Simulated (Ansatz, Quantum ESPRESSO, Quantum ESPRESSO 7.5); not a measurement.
**From contact to tunnelling: vacuum gaps between two Li(100) faces**

How fast does transmission decay with width? The series: vacuum gaps between two Li(100) faces.

Method: plane-wave DFT, PBE, GBRV ultrasoft pseudopotentials (cross-check by Ansatz 0.2.0 with PAW datasets), in Quantum ESPRESSO 7.5.

Most raw output is cut from this account.

**1. Set-up**

The cell holds 16 atoms: 16 Li. Cell: a = 3.440 Å, b = 3.440 Å, c = 30.800 Å, α = 90.0°, β = 90.0°, γ = 90.0°. It derives from Li. Regions: left lead, 8 atoms (8 Li); right lead, 8 atoms (8 Li). The structure is stacked along c, and the current runs across the ab planes.

**2. SCF with pw.x, 5 Å**

One periodic cell holds a stretch of lead, the junction and more lead; the atoms stay as built.

j0.scf.in

```
&control
  prefix = 'j0.scf'
  outdir = './out'
  pseudo_dir = './pseudo'
  calculation = 'scf'
  tprnfor = .true.
/
&system
  ibrav = 0
  nat = 16
  ntyp = 1
  ecutwfc = 40
  ecutrho = 200
  occupations = 'smearing'
  smearing = 'mv'
  degauss = 0.01
/
&electrons
  conv_thr = 1e-07
  mixing_beta = 0.25
  electron_maxstep = 120
  mixing_mode = 'local-TF'
/
ATOMIC_SPECIES
  Li  6.9400  li_pbe_v1.4.uspp.F.UPF
CELL_PARAMETERS angstrom
  3.44000000000000 0.00000000000000 0.00000000000000
  0.00000000000000 3.44000000000000 0.00000000000000
  0.00000000000000 0.00000000000000 30.80000000000000
ATOMIC_POSITIONS crystal
  Li  0.000000000000 0.000000000000 0.000000000000
  Li  0.500000000000 0.500000000000 0.055844155844
  Li  0.000000000000 0.000000000000 0.111688311688
  Li  0.500000000000 0.500000000000 0.167532467532
  Li  0.000000000000 0.000000000000 0.223376623377
  Li  0.500000000000 0.500000000000 0.279220779221
  Li  0.000000000000 0.000000000000 0.335064935065
  Li  0.500000000000 0.500000000000 0.390909090909
  Li  0.000000000000 0.000000000000 0.553246753247
  Li  0.500000000000 0.500000000000 0.609090909091
  Li  0.000000000000 0.000000000000 0.664935064935
  Li  0.500000000000 0.500000000000 0.720779220779
  Li  0.000000000000 0.000000000000 0.776623376623
  Li  0.500000000000 0.500000000000 0.832467532468
  Li  0.000000000000 0.000000000000 0.888311688312
  Li  0.500000000000 0.500000000000 0.944155844156
K_POINTS automatic
  7 7 1 0 0 0
```

Launch:

```sh
$ OMP_NUM_THREADS=1 mpirun -n 4 pw.x -nk 2 -in j0.scf.in > j0.scf.out
```

The job ended after 81 s (4 MPI ranks of Arm Neoverse N1, shared host; peak memory 0.48 GiB).

Numbers from this step:

| Quantity | Value |
| --- | --- |
| free energy | -3149.7157 eV |
| Fermi energy | 0.5703 eV |

The run needed 29 iterations to bring the estimated error under 1e-07 Ry; the largest force on any atom, held or free, is 0.17 eV/Å.

**3. The open system, 5 Å**

prefixt takes both regions from one run: the lead from 0 to bdl, the scattering region from bdl to bds (units of alat). ikind = 1 puts the same lead on both sides. The program's T_tot counts both spins in a run without spin; the tables below give T per spin.

j0.cond.in

```
&inputcond
  outdir = './out'
  prefixt = 'j0.scf'
  tran_file = 'j0.cond.dat'
  bdl = 2.0000000000
  bds = 8.9534883721
  ikind = 1
  ewind = 4.0
  epsproj = 1e-05
  nz1 = 7
  energy0 = 0.4
  denergy = -0.4
/
15
  0.00000000 0.00000000 0.01562500
  0.00000000 0.12500000 0.06250000
  0.00000000 0.25000000 0.06250000
  0.00000000 0.37500000 0.06250000
  0.00000000 0.50000000 0.03125000
  0.12500000 0.12500000 0.06250000
  0.12500000 0.25000000 0.12500000
  0.12500000 0.37500000 0.12500000
  0.12500000 0.50000000 0.06250000
  0.25000000 0.25000000 0.06250000
  0.25000000 0.37500000 0.12500000
  0.25000000 0.50000000 0.06250000
  0.37500000 0.37500000 0.06250000
  0.37500000 0.50000000 0.06250000
  0.50000000 0.50000000 0.01562500
3
```

Launch:

```sh
$ OMP_NUM_THREADS=1 mpirun -n 4 pwcond.x -in j0.cond.in > j0.cond.out
```

Run time: 51 s. Hardware: 4 MPI ranks; peak memory 0.24 GiB.

This step gave:

| Property | Result |
| --- | --- |
| lead channels at the Fermi level, one spin | 1.203 |
| transmission at the Fermi level, one spin | 0.2382 |
| conductance | 0.2382 G₀ |

Per spin; mean over the k mesh across the current. Open channels, zone mean against energy, zero at the Fermi level:

```csv
energy (eV),"open channels, zone mean"
-0.400,1.08
0.000,1.20
0.400,1.36
```

Per spin; mean over the k mesh across the current. Transmission, zone mean against energy, zero at the Fermi level:

```csv
energy (eV),"transmission, zone mean"
-0.400,0.159
0.000,0.238
0.400,0.351
```

At 0.000 eV; k in fractions of b1, b2. Transmission by k point:

```csv
k1,k2,weight,t,channels
0,0,0.01562,0.857,1
0,0.125,0.0625,0.7911,1
0,0.25,0.0625,0.5254,1
0,0.375,0.0625,0.1682,1
0,0.5,0.03125,0.02288,2
0.125,0.125,0.0625,0.7094,1
0.125,0.25,0.125,0.4205,1
0.125,0.375,0.125,0.1161,1
0.125,0.5,0.0625,0.01835,2
0.25,0.25,0.0625,0.2,1
0.25,0.375,0.125,0.04131,1
0.25,0.5,0.0625,0.007215,2
0.375,0.375,0.0625,0.009524,1
0.375,0.5,0.0625,8.02e-4,2
0.5,0.5,0.01562,0,0
```

**4. The same in Ansatz, 5 Å**

A second code with its own PAW datasets, on the same atoms.

Level of this step: plane-wave DFT, PBE, Ansatz PAW (Ansatz 0.2.0).

input.yaml

```yaml
crystal:
  lattice:
    - [3.44, 0.0, 0.0]
    - [0.0, 3.44, 0.0]
    - [0.0, 0.0, 30.8]
  atoms:
    - { symbol: Li, position: [0.0, 0.0, 0.0] }
    - { symbol: Li, position: [0.5, 0.5, 0.0558441558] }
    - { symbol: Li, position: [0.0, 0.0, 0.1116883117] }
    - { symbol: Li, position: [0.5, 0.5, 0.1675324675] }
    - { symbol: Li, position: [0.0, 0.0, 0.2233766234] }
    - { symbol: Li, position: [0.5, 0.5, 0.2792207792] }
    - { symbol: Li, position: [0.0, 0.0, 0.3350649351] }
    - { symbol: Li, position: [0.5, 0.5, 0.3909090909] }
    - { symbol: Li, position: [0.0, 0.0, 0.5532467532] }
    - { symbol: Li, position: [0.5, 0.5, 0.6090909091] }
    - { symbol: Li, position: [0.0, 0.0, 0.6649350649] }
    - { symbol: Li, position: [0.5, 0.5, 0.7207792208] }
    - { symbol: Li, position: [0.0, 0.0, 0.7766233766] }
    - { symbol: Li, position: [0.5, 0.5, 0.8324675325] }
    - { symbol: Li, position: [0.0, 0.0, 0.8883116883] }
    - { symbol: Li, position: [0.5, 0.5, 0.9441558442] }
kpoints:
  mp_grid: { grid: [7, 7, 1] }
hamiltonian:
  xc: pbe
scf:
  occupations: { method: fermi_dirac, width: 0.1 }
  convergence: { dr2_threshold: 1.0e-08 }
output:
  transmission: { leads: [[0, 2]], e_range: [-0.4, 0.4], de: 0.4, kmesh: [8, 8] }
  write_potential: true
  write_density: true
  volumetric_format: npy
```

Launch:

```sh
$ ansatz run input.yaml --threads 4 --pin off --max-ram 8192MiB --backend cpu --events-out ev --progress --plain --runs-dir out
```

Run time: 26 s. Hardware: 4 threads; peak memory 0.72 GiB; 86 s of CPU time.

This step gave:

- free energy: -3274.4113 eV
- energy at zero smearing: -3274.2678 eV
- smearing term TS: 0.2869 eV
- Fermi energy: 0.6454 eV
- symmetry operations: 16
- transmission at the Fermi level, one spin: 0.2389
- step of the lead's Hamiltonian over a period: 11.7 meV

Per spin; mean over the k mesh across the current. The transmission, zone mean by energy, zero at the Fermi level:

```csv
energy (eV),"transmission, zone mean"
-0.400,0.160
0.000,0.239
0.400,0.348
```

Per spin; mean over the k mesh across the current. Table of open channels, zone mean by energy, zero at the Fermi level:

```csv
energy (eV),"open channels, zone mean"
-0.400,1.08
0.000,1.20
0.400,1.36
```

Ansatz finds T = 0.239 against pwcond's 0.238.

**5. SCF with pw.x, 6 Å**

Level of this step: plane-wave DFT, PBE, GBRV ultrasoft pseudopotentials (Quantum ESPRESSO 7.5).

j1.scf.in

```
&control
  prefix = 'j1.scf'
  outdir = './out'
  pseudo_dir = './pseudo'
  calculation = 'scf'
  tprnfor = .true.
/
&system
  ibrav = 0
  nat = 16
  ntyp = 1
  ecutwfc = 40
  ecutrho = 200
  occupations = 'smearing'
  smearing = 'mv'
  degauss = 0.01
/
&electrons
  conv_thr = 1e-07
  mixing_beta = 0.25
  electron_maxstep = 120
  mixing_mode = 'local-TF'
/
ATOMIC_SPECIES
  Li  6.9400  li_pbe_v1.4.uspp.F.UPF
CELL_PARAMETERS angstrom
  3.44000000000000 0.00000000000000 0.00000000000000
  0.00000000000000 3.44000000000000 0.00000000000000
  0.00000000000000 0.00000000000000 31.80000000000000
ATOMIC_POSITIONS crystal
  Li  0.000000000000 0.000000000000 0.000000000000
  Li  0.500000000000 0.500000000000 0.054088050314
  Li  0.000000000000 0.000000000000 0.108176100629
  Li  0.500000000000 0.500000000000 0.162264150943
  Li  0.000000000000 0.000000000000 0.216352201258
  Li  0.500000000000 0.500000000000 0.270440251572
  Li  0.000000000000 0.000000000000 0.324528301887
  Li  0.500000000000 0.500000000000 0.378616352201
  Li  0.000000000000 0.000000000000 0.567295597484
  Li  0.500000000000 0.500000000000 0.621383647799
  Li  0.000000000000 0.000000000000 0.675471698113
  Li  0.500000000000 0.500000000000 0.729559748428
  Li  0.000000000000 0.000000000000 0.783647798742
  Li  0.500000000000 0.500000000000 0.837735849057
  Li  0.000000000000 0.000000000000 0.891823899371
  Li  0.500000000000 0.500000000000 0.945911949686
K_POINTS automatic
  7 7 1 0 0 0
```

Launch:

```sh
$ OMP_NUM_THREADS=1 mpirun -n 4 pw.x -nk 2 -in j1.scf.in > j1.scf.out
```

Wall time 87 s (4 MPI ranks); peak memory 0.49 GiB; 5.8 min of CPU time.

Read from the output:

| Item | Value |
| --- | --- |
| free energy | -3149.6645 eV |
| Fermi energy | 0.4655 eV |

**6. Transmission with pwcond.x, 6 Å**

j1.cond.in is the input of step 3 with these lines changed:

```diff
@@ -2,6 +2,6 @@
   outdir = './out'
-  prefixt = 'j0.scf'
-  tran_file = 'j0.cond.dat'
+  prefixt = 'j1.scf'
+  tran_file = 'j1.cond.dat'
   bdl = 2.0000000000
-  bds = 8.9534883721
+  bds = 9.2441860465
   ikind = 1
```

Launch:

```sh
$ OMP_NUM_THREADS=1 mpirun -n 4 pwcond.x -in j1.cond.in > j1.cond.out
```

It took 53 s on 4 MPI ranks; peak memory 0.24 GiB.

Read from the output:

```
transmission at the Fermi level, one spin : 0.07754
conductance                               : 0.07754 G₀
```

Per spin; mean over the k mesh across the current. The transmission, zone mean by energy, zero at the Fermi level:

```csv
energy (eV),"transmission, zone mean"
-0.400,0.0425
0.000,0.0775
0.400,0.133
```

T goes from 0.238 to 0.0775, a factor of 3.1.

**7. Cross-check with Ansatz, 6 Å**

Level of this step: plane-wave DFT, PBE, Ansatz PAW (Ansatz 0.2.0).

input.yaml

```yaml
crystal:
  lattice:
    - [3.44, 0.0, 0.0]
    - [0.0, 3.44, 0.0]
    - [0.0, 0.0, 31.8]
  atoms:
    - { symbol: Li, position: [0.0, 0.0, 0.0] }
    - { symbol: Li, position: [0.5, 0.5, 0.0540880503] }
    - { symbol: Li, position: [0.0, 0.0, 0.1081761006] }
    - { symbol: Li, position: [0.5, 0.5, 0.1622641509] }
    - { symbol: Li, position: [0.0, 0.0, 0.2163522013] }
    - { symbol: Li, position: [0.5, 0.5, 0.2704402516] }
    - { symbol: Li, position: [0.0, 0.0, 0.3245283019] }
    - { symbol: Li, position: [0.5, 0.5, 0.3786163522] }
    - { symbol: Li, position: [0.0, 0.0, 0.5672955975] }
    - { symbol: Li, position: [0.5, 0.5, 0.6213836478] }
    - { symbol: Li, position: [0.0, 0.0, 0.6754716981] }
    - { symbol: Li, position: [0.5, 0.5, 0.7295597484] }
    - { symbol: Li, position: [0.0, 0.0, 0.7836477987] }
    - { symbol: Li, position: [0.5, 0.5, 0.8377358491] }
    - { symbol: Li, position: [0.0, 0.0, 0.8918238994] }
    - { symbol: Li, position: [0.5, 0.5, 0.9459119497] }
kpoints:
  mp_grid: { grid: [7, 7, 1] }
hamiltonian:
  xc: pbe
scf:
  occupations: { method: fermi_dirac, width: 0.1 }
  convergence: { dr2_threshold: 1.0e-08 }
output:
  transmission: { leads: [[0, 2]], e_range: [-0.4, 0.4], de: 0.4, kmesh: [8, 8] }
  write_potential: true
  write_density: true
  volumetric_format: npy
  elf: true
```

Launch:

```sh
$ ansatz run input.yaml --threads 4 --pin off --max-ram 8192MiB --backend cpu --events-out ev --progress --plain --runs-dir out
```

Elapsed: 27 s, on 4 threads; peak memory 0.77 GiB.

This step gave:

| Property | Result |
| --- | --- |
| free energy | -3274.3652 eV |
| energy at zero smearing | -3274.2200 eV |
| smearing term TS | 0.2906 eV |
| Fermi energy | 0.5408 eV |
| transmission at the Fermi level, one spin | 0.07750 |
| step of the lead's Hamiltonian over a period | 12 meV |

Per spin; mean over the k mesh across the current. Table of transmission, zone mean by energy, zero at the Fermi level:

```csv
energy (eV),"transmission, zone mean"
-0.400,0.0426
0.000,0.0775
0.400,0.132
```

Ansatz finds T = 0.0775 against pwcond's 0.0775.

**8. Self-consistent run, 7 Å**

Level of this step: plane-wave DFT, PBE, GBRV ultrasoft pseudopotentials (Quantum ESPRESSO 7.5).

j2.scf.in

```
&control
  prefix = 'j2.scf'
  outdir = './out'
  pseudo_dir = './pseudo'
  calculation = 'scf'
  tprnfor = .true.
/
&system
  ibrav = 0
  nat = 16
  ntyp = 1
  ecutwfc = 40
  ecutrho = 200
  occupations = 'smearing'
  smearing = 'mv'
  degauss = 0.01
/
&electrons
  conv_thr = 1e-07
  mixing_beta = 0.25
  electron_maxstep = 120
  mixing_mode = 'local-TF'
/
ATOMIC_SPECIES
  Li  6.9400  li_pbe_v1.4.uspp.F.UPF
CELL_PARAMETERS angstrom
  3.44000000000000 0.00000000000000 0.00000000000000
  0.00000000000000 3.44000000000000 0.00000000000000
  0.00000000000000 0.00000000000000 32.80000000000000
ATOMIC_POSITIONS crystal
  Li  0.000000000000 0.000000000000 0.000000000000
  Li  0.500000000000 0.500000000000 0.052439024390
  Li  0.000000000000 0.000000000000 0.104878048780
  Li  0.500000000000 0.500000000000 0.157317073171
  Li  0.000000000000 0.000000000000 0.209756097561
  Li  0.500000000000 0.500000000000 0.262195121951
  Li  0.000000000000 0.000000000000 0.314634146341
  Li  0.500000000000 0.500000000000 0.367073170732
  Li  0.000000000000 0.000000000000 0.580487804878
  Li  0.500000000000 0.500000000000 0.632926829268
  Li  0.000000000000 0.000000000000 0.685365853659
  Li  0.500000000000 0.500000000000 0.737804878049
  Li  0.000000000000 0.000000000000 0.790243902439
  Li  0.500000000000 0.500000000000 0.842682926829
  Li  0.000000000000 0.000000000000 0.895121951220
  Li  0.500000000000 0.500000000000 0.947560975610
K_POINTS automatic
  7 7 1 0 0 0
```

Launch:

```sh
$ OMP_NUM_THREADS=1 mpirun -n 4 pw.x -nk 2 -in j2.scf.in > j2.scf.out
```

Elapsed: 71 s, on 4 MPI ranks; peak memory 0.5 GiB.

This step gave:

```
free energy  : -3149.6536 eV
Fermi energy : 0.3661 eV
```

**9. Transmission with pwcond.x, 7 Å**

j2.cond.in is the input of step 6 with these lines changed:

```diff
@@ -2,6 +2,6 @@
   outdir = './out'
-  prefixt = 'j1.scf'
-  tran_file = 'j1.cond.dat'
+  prefixt = 'j2.scf'
+  tran_file = 'j2.cond.dat'
   bdl = 2.0000000000
-  bds = 9.2441860465
+  bds = 9.5348837209
   ikind = 1
```

Launch:

```sh
$ OMP_NUM_THREADS=1 mpirun -n 4 pwcond.x -in j2.cond.in > j2.cond.out
```

The job ended after 53 s (4 MPI ranks; peak memory 0.24 GiB).

This step gave:

| Property | Result |
| --- | --- |
| transmission at the Fermi level, one spin | 0.01754 |
| conductance | 0.01754 G₀ |

Per spin; mean over the k mesh across the current. The transmission, zone mean by energy, zero at the Fermi level:

```csv
energy (eV),"transmission, zone mean"
-0.400,0.00821
0.000,0.0175
0.400,0.0347
```

At 0.000 eV; k in fractions of b1, b2. Transmission by k point:

```csv
k1,k2,weight,t,channels
0,0,0.01562,0.1289,1
0,0.125,0.0625,0.09336,1
0,0.25,0.0625,0.031,1
0,0.375,0.0625,0.004542,1
0,0.5,0.03125,3.05e-4,2
0.125,0.125,0.0625,0.06553,1
0.125,0.25,0.125,0.02021,1
0.125,0.375,0.125,0.002774,1
0.125,0.5,0.0625,2.22e-4,2
0.25,0.25,0.0625,0.006101,1
0.25,0.375,0.125,7.12e-4,1
0.25,0.5,0.0625,5.37e-5,2
0.375,0.375,0.0625,1.03e-4,1
0.375,0.5,0.0625,4.10e-6,2
0.5,0.5,0.01562,0,0
```

T goes from 0.0775 to 0.0175, a factor of 4.4.

**10. Cross-check with Ansatz, 7 Å**

Level of this step: plane-wave DFT, PBE, Ansatz PAW (Ansatz 0.2.0).

input.yaml

```yaml
crystal:
  lattice:
    - [3.44, 0.0, 0.0]
    - [0.0, 3.44, 0.0]
    - [0.0, 0.0, 32.8]
  atoms:
    - { symbol: Li, position: [0.0, 0.0, 0.0] }
    - { symbol: Li, position: [0.5, 0.5, 0.0524390244] }
    - { symbol: Li, position: [0.0, 0.0, 0.1048780488] }
    - { symbol: Li, position: [0.5, 0.5, 0.1573170732] }
    - { symbol: Li, position: [0.0, 0.0, 0.2097560976] }
    - { symbol: Li, position: [0.5, 0.5, 0.262195122] }
    - { symbol: Li, position: [0.0, 0.0, 0.3146341463] }
    - { symbol: Li, position: [0.5, 0.5, 0.3670731707] }
    - { symbol: Li, position: [0.0, 0.0, 0.5804878049] }
    - { symbol: Li, position: [0.5, 0.5, 0.6329268293] }
    - { symbol: Li, position: [0.0, 0.0, 0.6853658537] }
    - { symbol: Li, position: [0.5, 0.5, 0.737804878] }
    - { symbol: Li, position: [0.0, 0.0, 0.7902439024] }
    - { symbol: Li, position: [0.5, 0.5, 0.8426829268] }
    - { symbol: Li, position: [0.0, 0.0, 0.8951219512] }
    - { symbol: Li, position: [0.5, 0.5, 0.9475609756] }
kpoints:
  mp_grid: { grid: [7, 7, 1] }
hamiltonian:
  xc: pbe
scf:
  occupations: { method: fermi_dirac, width: 0.1 }
  convergence: { dr2_threshold: 1.0e-08 }
output:
  transmission: { leads: [[0, 2]], e_range: [-0.4, 0.4], de: 0.4, kmesh: [8, 8] }
  write_potential: true
  write_density: true
  volumetric_format: npy
```

Launch:

```sh
$ ansatz run input.yaml --threads 4 --pin off --max-ram 8192MiB --backend cpu --events-out ev --progress --plain --runs-dir out
```

The job ended after 28 s (4 threads; peak memory 0.78 GiB).

Numbers from this step:

* free energy: -3274.3553 eV
* energy at zero smearing: -3274.2102 eV
* smearing term TS: 0.2902 eV
* Fermi energy: 0.4392 eV
* transmission at the Fermi level, one spin: 0.01739
* step of the lead's Hamiltonian over a period: 12.1 meV

Per spin; mean over the k mesh across the current. The transmission, zone mean by energy, zero at the Fermi level:

```csv
energy (eV),"transmission, zone mean"
-0.400,0.00814
0.000,0.0174
0.400,0.0344
```

Ansatz finds T = 0.0174 against pwcond's 0.0175.

**11. Ground state, 8 Å**

Level of this step: plane-wave DFT, PBE, GBRV ultrasoft pseudopotentials (Quantum ESPRESSO 7.5).

j3.scf.in

```
&control
  prefix = 'j3.scf'
  outdir = './out'
  pseudo_dir = './pseudo'
  calculation = 'scf'
  tprnfor = .true.
/
&system
  ibrav = 0
  nat = 16
  ntyp = 1
  ecutwfc = 40
  ecutrho = 200
  occupations = 'smearing'
  smearing = 'mv'
  degauss = 0.01
/
&electrons
  conv_thr = 1e-07
  mixing_beta = 0.25
  electron_maxstep = 120
  mixing_mode = 'local-TF'
/
ATOMIC_SPECIES
  Li  6.9400  li_pbe_v1.4.uspp.F.UPF
CELL_PARAMETERS angstrom
  3.44000000000000 0.00000000000000 0.00000000000000
  0.00000000000000 3.44000000000000 0.00000000000000
  0.00000000000000 0.00000000000000 33.80000000000000
ATOMIC_POSITIONS crystal
  Li  0.000000000000 0.000000000000 0.000000000000
  Li  0.500000000000 0.500000000000 0.050887573964
  Li  0.000000000000 0.000000000000 0.101775147929
  Li  0.500000000000 0.500000000000 0.152662721893
  Li  0.000000000000 0.000000000000 0.203550295858
  Li  0.500000000000 0.500000000000 0.254437869822
  Li  0.000000000000 0.000000000000 0.305325443787
  Li  0.500000000000 0.500000000000 0.356213017751
  Li  0.000000000000 0.000000000000 0.592899408284
  Li  0.500000000000 0.500000000000 0.643786982249
  Li  0.000000000000 0.000000000000 0.694674556213
  Li  0.500000000000 0.500000000000 0.745562130178
  Li  0.000000000000 0.000000000000 0.796449704142
  Li  0.500000000000 0.500000000000 0.847337278107
  Li  0.000000000000 0.000000000000 0.898224852071
  Li  0.500000000000 0.500000000000 0.949112426036
K_POINTS automatic
  7 7 1 0 0 0
```

Launch:

```sh
$ OMP_NUM_THREADS=1 mpirun -n 4 pw.x -nk 2 -in j3.scf.in > j3.scf.out
```

Run time: 85 s. Hardware: 4 MPI ranks; peak memory 0.51 GiB.

Numbers from this step:

* free energy: -3149.6522 eV
* Fermi energy: 0.2666 eV

**12. Transmission with pwcond.x, 8 Å**

j3.cond.in is the input of step 9 with these lines changed:

```diff
@@ -2,6 +2,6 @@
   outdir = './out'
-  prefixt = 'j2.scf'
-  tran_file = 'j2.cond.dat'
+  prefixt = 'j3.scf'
+  tran_file = 'j3.cond.dat'
   bdl = 2.0000000000
-  bds = 9.5348837209
+  bds = 9.8255813953
   ikind = 1
```

Launch:

```sh
$ OMP_NUM_THREADS=1 mpirun -n 4 pwcond.x -in j3.cond.in > j3.cond.out
```

Wall time 58 s (4 MPI ranks); peak memory 0.24 GiB; 3.9 min of CPU time.

This step gave:

* transmission at the Fermi level, one spin: 0.003727
* conductance: 0.003727 G₀

Per spin; mean over the k mesh across the current. Transmission, zone mean against energy, zero at the Fermi level:

```csv
energy (eV),"transmission, zone mean"
-0.400,0.00152
0.000,0.00373
0.400,0.00845
```

T goes from 0.0175 to 0.00373, a factor of 4.7.

(Continued in part 2 of 2.)

[Logs are printed without paths, hosts, clocks, repeated set-up lines and the standing remarks that a program may print on its own settings, such as how far it seeks lower states.]

[Hosts, paths, dates, database ids (printed as entryN), source tags and the programs' standing remarks are cut or masked in the printed files.]

[Maps of the electrostatic potential energy from Ansatz leave out the sawtooth potential of an applied field or a dipole correction, so their vacuum need not be flat; planar profiles and work functions include it.]
